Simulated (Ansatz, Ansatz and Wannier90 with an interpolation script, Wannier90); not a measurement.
Rows from a G0W0 calculation on BP (F-43m) (Ansatz 0.2.0; G0W0 on LDA, plane waves, PAW; 8×8×8 mesh, 107 empty bands, screening to 160 eV), in eV. Spin-orbit coupling is left out.

| row | k | band | start | Σx | Σc at the solution | Vxc |
| --- | --- | --- | --- | --- | --- | --- |
| A | Γ | v1 | 9.056 | -16.323 | 0.929 | -15.001 |
| B | Γ | c1 | 12.432 | -8.755 | -4.582 | -13.864 |
| C | (0.000, 0.375, 0.375) | v1 | 5.304 | -17.090 | 2.416 | -14.114 |
| D | (0.000, 0.375, 0.375) | c1 | 10.273 | -7.785 | -4.155 | -12.276 |
| E | (0.000, 0.375, 0.375) | c3 | 19.425 | -6.964 | -7.234 | -14.842 |
| F | (0.000, 0.375, 0.375) | c2 | 11.647 | -6.679 | -4.579 | -11.636 |

**Question.** Work out each quasiparticle level and how far it moved.

The quasiparticle equation reads E = start + Σx + Σc(E) − Vxc.

| row | E (eV) | shift (eV) |
| --- | --- | --- |
| A | 8.664 | −0.392 |
| B | 12.958 | +0.526 |
| C | 4.744 | −0.560 |
| D | 10.610 | +0.337 |
| E | 20.070 | +0.645 |
| F | 12.024 | +0.377 |

Limits: not at the basis limit.

[Runs of the session that timed out or met a known fault of the program may be left out.]

[Hosts, paths, dates, database ids (printed as entryN), source tags and the programs' standing remarks are cut or masked in the printed files.]
